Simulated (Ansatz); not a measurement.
**Bands, cutoff and cost in G0W0 for ReS2 (P-1)**

Wanted: a G0W0 gap for ReS2 (P-1) that is converged in bands and cutoff, or an estimate of the limit.

Method: G0W0 on LDA, plane waves, PAW, in Ansatz 0.2.0.

## (1) Starting point

The cell holds 24 atoms: 8 Re and 16 S. Its edges and angles: a = 6.299 Å, b = 6.403 Å, c = 12.465 Å, α = 76.1°, β = 89.6°, γ = 61.2°.

The structure was relaxed with LDA. The runs that relaxed it are not among those shown. Spin-orbit coupling is left out unless a step names it. The default PAW set here is soft_2. Its files were made with PBE.

## (2) 208 empty bands, screening to 36 eV

G0W0 replaces the xc potential by the self-energy, built once from these orbitals. Only a window of levels is corrected, while the sums run over the empty bands that the input names.

input.yaml

```yaml
crystal:
  lattice:
    - [6.2989537538, -0.0064690069, -0.0061704143]
    - [3.0875081787, 5.6095759146, 0.0084317581]
    - [0.1127224795, 3.3474890922, 12.0062549011]
  atoms:
    - { symbol: Re, position: [0.1875100552, 0.0651746713, 0.2459763082] }
    - { symbol: Re, position: [0.3124637296, 0.4347390015, 0.2540117522] }
    - { symbol: Re, position: [0.7617311051, 0.0364121193, 0.2487565415] }
    - { symbol: Re, position: [0.6875362704, 0.5652609985, 0.7459882478] }
    - { symbol: Re, position: [0.8124899448, 0.9348253287, 0.7540236918] }
    - { symbol: Re, position: [0.2617566394, 0.5364955989, 0.7487692238] }
    - { symbol: Re, position: [0.7382433606, 0.4635044011, 0.2512307762] }
    - { symbol: Re, position: [0.2382688949, 0.9635878807, 0.7512434585] }
    - { symbol: S, position: [0.9062850574, 0.7128829001, 0.1521539481] }
    - { symbol: S, position: [0.6014586977, 0.7791571105, 0.8796750014] }
    - { symbol: S, position: [0.3640404329, 0.7527485837, 0.1385838764] }
    - { symbol: S, position: [0.1446810164, 0.7217054365, 0.8943922345] }
    - { symbol: S, position: [0.355347307, 0.778372552, 0.6056207338] }
    - { symbol: S, position: [0.1359336467, 0.7471646723, 0.3614074599] }
    - { symbol: S, position: [0.6359595671, 0.2472514163, 0.8614161236] }
    - { symbol: S, position: [0.8640663533, 0.2528353277, 0.6385925401] }
    - { symbol: S, position: [0.1014236229, 0.2790804037, 0.3796592305] }
    - { symbol: S, position: [0.5936917038, 0.7870287413, 0.3478334998] }
    - { symbol: S, position: [0.0937149426, 0.2871170999, 0.8478460519] }
    - { symbol: S, position: [0.4063082962, 0.2129712587, 0.6521665002] }
    - { symbol: S, position: [0.8553189836, 0.2782945635, 0.1056077655] }
    - { symbol: S, position: [0.644652693, 0.221627448, 0.3943792662] }
    - { symbol: S, position: [0.3985413023, 0.2208428895, 0.1203249986] }
    - { symbol: S, position: [0.8985763771, 0.7209195963, 0.6203407695] }
kpoints:
  mp_grid: { grid: [4, 4, 2] }
hamiltonian:
  xc: lda
scf:
  occupations: { method: fixed }
gw:
  n_empty_bands: 208
  ecut_chi: 36
  qp_bands: [v2, c2]
  qp_kpoints: band_edges
  screening: { model: contour_deformation }
```

Started as:

```console
$ ansatz run input.yaml --threads 32 --pin off --max-ram 82944MiB --backend cuda --events-out ev --progress --plain --runs-dir out --devices 1 --max-vram 78GiB
```

Numbers of over 12 decimals in the logs are rounded to 6 here.

What it wrote:

```text
GPUs: using 1 of 1 available (devices: 1).
Engine: ansatz 0.2.0, aarch64-unknown-linux-gnu
Pseudopotentials: kind: paw
Pseudopotential: Re, paw, valence charge 15, recommended cutoff 420 eV (normal), Re.paw.azcp
Pseudopotential: S, paw, valence charge 6, recommended cutoff 420 eV (normal), S.paw.azcp
Functional definition: SPW92
  exchange = slater_x
  correlation = pw_c
[...]
Crystal: 24 atoms, lattice volume = 424.237 Å³
Basis set: ecut = 420 eV, 8317 PW (Γ)
Bands: 132, of which v1, the nominal top of the filled ones, is band 108 counted from 1 (107 counted from 0)
Symmetry: 2 space group operations
Space group: P-1 (ITA 2), of the structure as read, at distance tolerance 7.5e-5 Å
k-points: 20 of 32
Non-local potential: Re, projectors of the file, l = 0: 3, l = 1: 2, l = 2: 2, l = 3: 1
Non-local potential: S, projectors of the file, l = 0: 2, l = 1: 2, l = 2: 2
PAW form: soft (Blöchl's): semilocal exchange-correlation on the pseudo side does not see the compensation charge
PAW frozen core: Re, regenerated for the run's functional, and the local potential with it (the file was generated under x = pbe(κ = 0.804, μ = 0.219515), c = pbe(β = 0.066725))
PAW frozen core: S, regenerated for the run's functional, and the local potential with it (the file was generated under x = pbe(κ = 0.804, μ = 0.219515), c = pbe(β = 0.066725))
PAW one-centre angular grid: Re, 590 points (default); XC on 64 Gauss nodes
PAW one-centre angular grid: S, 110 points (default); XC on 64 Gauss nodes
Initial density: superposition of atomic densities (neutral atoms: chi_scale 0, normalization atom), corrected by the library's trained network
Initial wavefunctions: pseudopotential atomic-orbital guess
[...]
Functional: x = slater, c = lda
SCF iter   1: F=—  HF=-98789.445633 eV  |F-HF|=—  |Δ(HF+E_count)|=         —  Δρ=9.51e-3  dr2=3.78e-1  ethr=1.77e-3  ⟨swp⟩=5.0  Hψ=8668  notcnv=0  defer=413
preconditioner: auto → Resta (q_TF=auto, 2.438 Å⁻¹)  ε∞=8.3  [insulator: Δε(μ)=1.186 eV  Ē_g=8.207 eV  n_scr=108 (ndim 8)  ℏωp=22.2 eV  f_vac=0.026  ε∞_Penn≈8.3]
SCF iter   2: F=—  HF=-98789.402558 eV  |F-HF|=—  |Δ(HF+E_count)|=   4.31e-2  Δρ=4.61e-3  dr2=3.93e-2  ethr=1.75e-4  ⟨swp⟩=2.0  Hψ=3473  notcnv=0  defer=439
SCF iter   3: F=—  HF=-98789.399035 eV  |F-HF|=—  |Δ(HF+E_count)|=   3.52e-3  Δρ=2.42e-3  dr2=1.10e-2  ethr=1.82e-5  ⟨swp⟩=2.1  Hψ=3345  notcnv=0  defer=440
SCF iter   4: F=—  HF=-98789.398926 eV  |F-HF|=—  |Δ(HF+E_count)|=   1.09e-4  Δρ=7.53e-4  dr2=5.66e-3  ethr=5.09e-6  ⟨swp⟩=2.0  Hψ=3503  notcnv=0  defer=440
SCF iter   5: F=—  HF=-98789.398306 eV  |F-HF|=—  |Δ(HF+E_count)|=   6.19e-4  Δρ=1.93e-4  dr2=3.41e-4  ethr=2.62e-6  ⟨swp⟩=2.0  Hψ=3392  notcnv=0  defer=440
SCF iter   6: F=—  HF=-98789.398264 eV  |F-HF|=—  |Δ(HF+E_count)|=   4.27e-5  Δρ=5.07e-5  dr2=2.16e-5  ethr=1.58e-7  ⟨swp⟩=2.0  Hψ=3620  notcnv=0  defer=360
SCF iter   7: F=—  HF=-98789.398263 eV  |F-HF|=—  |Δ(HF+E_count)|=   7.39e-7  Δρ=1.88e-5  dr2=2.36e-6  ethr=1.00e-8  ⟨swp⟩=2.2  Hψ=3719  notcnv=0  defer=356
SCF iter   8: F=—  HF=-98789.398263 eV  |F-HF|=—  |Δ(HF+E_count)|=   2.64e-7  Δρ=5.32e-6  dr2=1.84e-7  ethr=1.09e-9  ⟨swp⟩=2.0  Hψ=3775  notcnv=0  defer=356
SCF iter   9: F=-98789.398263 eV  HF=-98789.398263 eV  |F-HF|=3.17e-8  |Δ(HF+E_count)|=   1.13e-8  Δρ=2.51e-6  dr2=5.12e-8  ethr=4.63e-11  ⟨swp⟩=9.2  Hψ=9607  notcnv=0
SCF 1 converged in 9 iterations: F = -98789.398263 eV  dr2 = 5.12e-8
  greatest PAW one-centre occupation: 0.999 electrons in one spin orbital (limit 2), on the Re atom at site 6 (counted from 0), in its partial waves of l = 0
[...]
NSCF: frozen V_eff on 20 k-points
the band table was solved once the SCF had ended and its energy, with any forces and stress, was formed, with the checks that follow a solve (9720 applications of the Hamiltonian). They found nothing against the state; the energy, forces and stress were not computed again (output.eigenvalues in the input reference)
[...]
NSCF: frozen V_eff on 20 k-points
G₀W₀ screening: q 1/20
[... further progress lines ...]
SCF converged after 9 iterations
Free energy (F): -98789.398263 eV
Harris-Foulkes:  -98789.398263 eV  (|F-HF|=3.17e-8)
Internal energy: -98789.398263 eV  (E = F + TS)
[...]
5   110     12.5938   -14.7666    -3.0729   -19.0950  0.7702    13.8853    13.8494  root
     6   107     10.7341   -21.0186     2.2412   -19.5773  0.7657    11.5263    11.5340  root
     6   108     10.8214   -19.6826     2.3599   -17.9675  0.7663    11.4608    11.4662  root
     6   109     12.4105   -16.3128    -2.8747   -20.5027  0.7670    13.7649    13.7257  root
     6   110     12.5910   -16.2627    -2.8777   -20.4536  0.7661    13.9469    13.9042  root
     7   107     10.7286   -20.4634     2.3042   -18.8931  0.7659    11.4557    11.4625  root
     7   108     10.7913   -20.3616     2.2371   -18.8566  0.7647    11.5168    11.5234  root
     7   109     12.4550   -16.0008    -2.8419   -20.1391  0.7685    13.7887    13.7514  root
     7   110     12.5073   -16.5098    -2.8868   -20.7217  0.7653    13.8751    13.8324  root
     8   107     10.7411   -18.8196     2.3815   -16.9901  0.7657    11.2889    11.2931  root
     8   108     10.7538   -21.2095     2.0555   -20.0106  0.7651    11.6020    11.6104  root
     8   109     12.4536   -16.2724    -2.7390   -20.2919  0.7667    13.7706    13.7341  root
     8   110     12.5309   -16.7962    -2.9361   -21.0831  0.7648    13.9257    13.8817  root
     9   107     10.7015   -21.0250     2.1356   -19.7080  0.7642    11.5122    11.5202  root
     9   108     10.8749   -20.3008     2.2079   -18.8200  0.7654    11.5956    11.6020  root
     9   109     12.4250   -16.4148    -2.8231   -20.5451  0.7661    13.7708    13.7322  root
     9   110     12.5756   -16.6335    -2.8547   -20.8168  0.7660    13.9461    13.9042  root
    10   107     10.4767   -21.2285     2.3116   -19.7334  0.7593    11.2840    11.2932  root
    10   108     10.6922   -20.0196     2.3985   -18.2803  0.7638    11.3456    11.3513  root
    10   109     12.3134   -15.1666    -2.9016   -19.3175  0.7704    13.5966    13.5628  root
    10   110     12.4399   -16.1340    -2.9070   -20.3493  0.7666    13.7869    13.7482  root
    11   107     10.5428   -21.1765     2.3642   -19.6059  0.7617    11.3280    11.3363  root
    11   108     10.7066   -20.3997     2.3390   -18.7636  0.7618    11.4030    11.4095  root
    11   109     12.3576   -15.8590    -2.8630   -20.0108  0.7682    13.6825    13.6464  root
[...]
18   107     10.4632   -19.9852     2.4135   -18.2198  0.7592    11.1051    11.1113  root
    18   108     10.5187   -20.6443     2.3101   -19.0850  0.7622    11.2619    11.2695  root
    18   109     12.4401   -16.4083    -2.8019   -20.5158  0.7663    13.7833    13.7457  root
    18   110     12.5339   -16.8282    -2.8549   -21.0300  0.7666    13.9235    13.8809  root
    19   107     10.4682   -20.8498     2.4148   -19.1777  0.7598    11.2031    11.2109  root
    19   108     10.4682   -20.8498     2.4148   -19.1777  0.7598    11.2031    11.2109  root
    19   109     12.4555   -16.3228    -2.8045   -20.4301  0.7670    13.7958    13.7582  root
    19   110     12.4555   -16.3228    -2.8045   -20.4301  0.7670    13.7958    13.7582  root
```

It took 30 s on 1 × NVIDIA GB200 (shared by 2 runs) with 32 threads of Arm Neoverse V2, shared host; peak memory 2.9 GiB; 77 s of CPU time.

In the SCF lines HF is the Harris–Foulkes energy and dr2 the Hartree energy of the density residual, in eV; the loop may stop once dr2 is under the threshold and the program's other checks hold. Hψ counts applications of the Hamiltonian.

Numbers from this step:

- bands summed: 316
- RPA ε∞ on this mesh (eigenvalues): 6.378, 14.65, 15.76
- plane waves in the screening matrix: 209
- q-points in the mesh: 32
- G0W0 gap on the mesh: 1.602 eV
- k of the valence top: 0, 0, 0
- k of the conduction bottom: 0, 0, 0
- starting gap on the mesh: 1.206 eV
- Z at the valence top: 0.7667
- Z at the conduction bottom: 0.7701
- least direct G0W0 gap on the computed points: 1.602 eV

The gap on the mesh goes from 1.21 eV to 1.60 eV, a correction of +0.40 eV.

## (3) 588 empty bands, screening to 72 eV

Another rung: the empty bands reach about as high as the screening cutoff, so the two stay in balance.

Changes to input.yaml since step 2:

```diff
@@ -37,4 +37,4 @@
 gw:
-  n_empty_bands: 208
-  ecut_chi: 36
+  n_empty_bands: 588
+  ecut_chi: 72
   qp_bands: [v2, c2]
```

What it wrote:

```text
GPUs: using 1 of 1 available (devices: 1).
[...]
Crystal: 24 atoms, lattice volume = 424.237 Å³
Basis set: ecut = 420 eV, 8317 PW (Γ)
Bands: 132, of which v1, the nominal top of the filled ones, is band 108 counted from 1 (107 counted from 0)
Symmetry: 2 space group operations
[...]
k-points: 20 of 32
[...]
SCF iter   1: F=—  HF=-98789.445633 eV  |F-HF|=—  |Δ(HF+E_count)|=         —  Δρ=9.51e-3  dr2=3.78e-1  ethr=1.77e-3  ⟨swp⟩=5.0  Hψ=8668  notcnv=0  defer=413
[...]
SCF iter   9: F=-98789.398263 eV  HF=-98789.398263 eV  |F-HF|=3.17e-8  |Δ(HF+E_count)|=   1.13e-8  Δρ=2.51e-6  dr2=5.12e-8  ethr=4.63e-11  ⟨swp⟩=9.2  Hψ=9607  notcnv=0
SCF 1 converged in 9 iterations: F = -98789.398263 eV  dr2 = 5.12e-8
[...]
NSCF: frozen V_eff on 20 k-points
[...]
G₀W₀ screening: q 1/20
[... further progress lines ...]
SCF converged after 9 iterations
Free energy (F): -98789.398263 eV
[...]
Internal energy: -98789.398263 eV  (E = F + TS)
[...]
5   110     12.5938   -14.7666    -3.5101   -19.0950  0.7618    13.4251    13.4122  root
     6   107     10.7341   -21.0186     1.7559   -19.5773  0.7569    11.0474    11.0487  root
     6   108     10.8214   -19.6826     1.8989   -17.9675  0.7569    11.0047    11.0051  root
     6   109     12.4105   -16.3128    -3.3321   -20.5027  0.7580    13.2825    13.2683  root
     6   110     12.5910   -16.2627    -3.3434   -20.4536  0.7567    13.4537    13.4384  root
     7   107     10.7286   -20.4634     1.8301   -18.8931  0.7570    10.9875    10.9885  root
     7   108     10.7913   -20.3616     1.7636   -18.8566  0.7554    11.0490    11.0499  root
     7   109     12.4550   -16.0008    -3.2989   -20.1391  0.7592    13.3076    13.2943  root
[...]
19   107     10.4682   -20.8498     1.9425   -19.1777  0.7512    10.7375    10.7386  root
    19   108     10.4682   -20.8498     1.9425   -19.1777  0.7512    10.7375    10.7386  root
    19   109     12.4555   -16.3228    -3.2576   -20.4301  0.7583    13.3188    13.3052  root
    19   110     12.4555   -16.3228    -3.2576   -20.4301  0.7583    13.3188    13.3052  root
```

It took 60 s on 1 × NVIDIA GB200 (shared by 2 runs) with 32 threads; peak memory 4.9 GiB; 3.1 min of CPU time.

Numbers from this step:

```
bands summed                                 : 696
RPA ε∞ on this mesh (eigenvalues)            : 6.384, 14.52, 15.47
plane waves in the screening matrix          : 609
q-points in the mesh                         : 32
G0W0 gap on the mesh                         : 1.646 eV
k of the valence top                         : 0, 0, 0
k of the conduction bottom                   : 0, 0, 0
starting gap on the mesh                     : 1.206 eV
Z at the valence top                         : 0.7578
Z at the conduction bottom                   : 0.7604
least direct G0W0 gap on the computed points : 1.646 eV
```

Against the run with 4×4×2 mesh, 208 empty bands, screening to 36 eV, the gap moves by +0.04 eV.

## (4) 1266 empty bands, screening to 120 eV

Changes to input.yaml since step 3:

```diff
@@ -37,4 +37,4 @@
 gw:
-  n_empty_bands: 588
-  ecut_chi: 72
+  n_empty_bands: 1266
+  ecut_chi: 120.0
   qp_bands: [v2, c2]
```

What it wrote:

```text
GPUs: using 1 of 1 available (devices: 1).
[...]
Crystal: 24 atoms, lattice volume = 424.237 Å³
Basis set: ecut = 420 eV, 8317 PW (Γ)
Bands: 132, of which v1, the nominal top of the filled ones, is band 108 counted from 1 (107 counted from 0)
Symmetry: 2 space group operations
[...]
k-points: 20 of 32
[...]
7   108     10.7913   -20.3616     1.4592   -18.8566  0.7511    10.7455    10.7455  root
     7   109     12.4550   -16.0008    -3.5702   -20.1391  0.7548    13.0284    13.0230  root
[...]
19   107     10.4682   -20.8498     1.6432   -19.1777  0.7469    10.4393    10.4393  root
    19   108     10.4682   -20.8498     1.6432   -19.1777  0.7469    10.4393    10.4393  root
    19   109     12.4555   -16.3228    -3.5247   -20.4301  0.7538    13.0436    13.0380  root
    19   110     12.4555   -16.3228    -3.5247   -20.4301  0.7538    13.0436    13.0380  root
[key lines of the parts left out:]
SCF converged after 9 iterations
Free energy (F): -98789.398263 eV
```

Elapsed: 3.7 min, on 1 × NVIDIA GB200 (shared by 2 runs) with 32 threads; peak memory 10 GiB.

Numbers from this step:

| Property | Result |
| --- | --- |
| bands summed | 1374 |
| RPA ε∞ on this mesh (eigenvalues) | 6.347, 14.12, 14.97 |
| plane waves in the screening matrix | 1261 |
| G0W0 gap on the mesh | 1.682 eV |
| k of the valence top | 0, 0, 0 |
| k of the conduction bottom | 0, 0, 0 |
| starting gap on the mesh | 1.206 eV |
| least direct G0W0 gap on the computed points | 1.682 eV |

Against the run with 4×4×2 mesh, 588 empty bands, screening to 72 eV, the gap moves by +0.04 eV.

## (5) Changing the k mesh: 2×2×2 mesh, 588 empty bands, screening to 72 eV

A second mesh at equal bands and cutoff isolates the sampling error. Bands and cutoff differ from the step before, so it is read against an earlier run that matches them.

Changes to input.yaml since step 4:

```diff
@@ -31,3 +31,3 @@
 kpoints:
-  mp_grid: { grid: [4, 4, 2] }
+  mp_grid: { grid: [2, 2, 2] }
 hamiltonian:
@@ -37,4 +37,4 @@
 gw:
-  n_empty_bands: 1266
-  ecut_chi: 120.0
+  n_empty_bands: 588
+  ecut_chi: 72
   qp_bands: [v2, c2]
```

What it wrote:

```text
GPUs: using 1 of 1 available (devices: 1).
[...]
device memory: the entry about to start is reckoned to put 12.5 GiB on a device that reports 139.4 GiB free (of which the cap on the GPU budget leaves the run 78.0 GiB)
GPU FFT provider: cuFFT
GPU libraries: cuBLAS 13.8.1, cuFFT 12.4.0, cuSOLVER 12.3.2
GPU matrix products: emulated (plane waves: as basis.precision tells), large ones in fixed point in workspaces of 1.00 GiB
[...]
1   110     12.2600   -15.7459    -3.2127   -19.7601  0.7542    13.0762    13.0616  root
[...]
7   107     10.4637   -20.8778     1.9889   -19.1505  0.7494    10.7241    10.7252  root
     7   108     10.4637   -20.8778     1.9889   -19.1505  0.7494    10.7241    10.7252  root
     7   109     12.4505   -16.2294    -3.3571   -20.4408  0.7550    13.3220    13.3047  root
     7   110     12.4505   -16.2294    -3.3571   -20.4408  0.7550    13.3220    13.3047  root
[key lines of the parts left out:]
SCF converged after 9 iterations
Free energy (F): -98789.158082 eV
Fermi energy:    10.947885 eV
```

Wall time 10 s (1 × NVIDIA GB200 (shared by 2 runs) with 32 threads); peak memory 2.6 GiB.

Numbers from this step:

```yaml
bands_summed: 696
rpa_eps_infinity_on_this_mesh_eigenvalues: 6.479, 15.15, 16.71
plane_waves_in_the_screening_matrix: 609
g0w0_gap_on_the_mesh: 1.663 eV
k_of_the_valence_top: 0, 0, 0
k_of_the_conduction_bottom: 0, 0, 0
starting_gap_on_the_mesh: 1.206 eV
least_direct_g0w0_gap_on_the_computed_points: 1.663 eV
```

Against the run with 4×4×2 mesh, 588 empty bands, screening to 72 eV, the gap moves by +0.017 eV.

(Part 1 of 2 ends here.)

[Paths, hosts, dates, memory and timing lines, banners, echoed tables and standing remarks are left out of the program output.]

[Logs are printed without paths, hosts, clocks, repeated set-up lines and the standing remarks that a program may print on its own settings, such as how far it seeks lower states.]

[Runs of the session that timed out or met a known fault of the program may be left out.]

[Cells called generated may have been cut or substituted from an entry of the Crystallography Open Database or the Materials Project.]

[Hosts, paths, dates, database ids (printed as entryN), source tags and the programs' standing remarks are cut or masked in the printed files.]
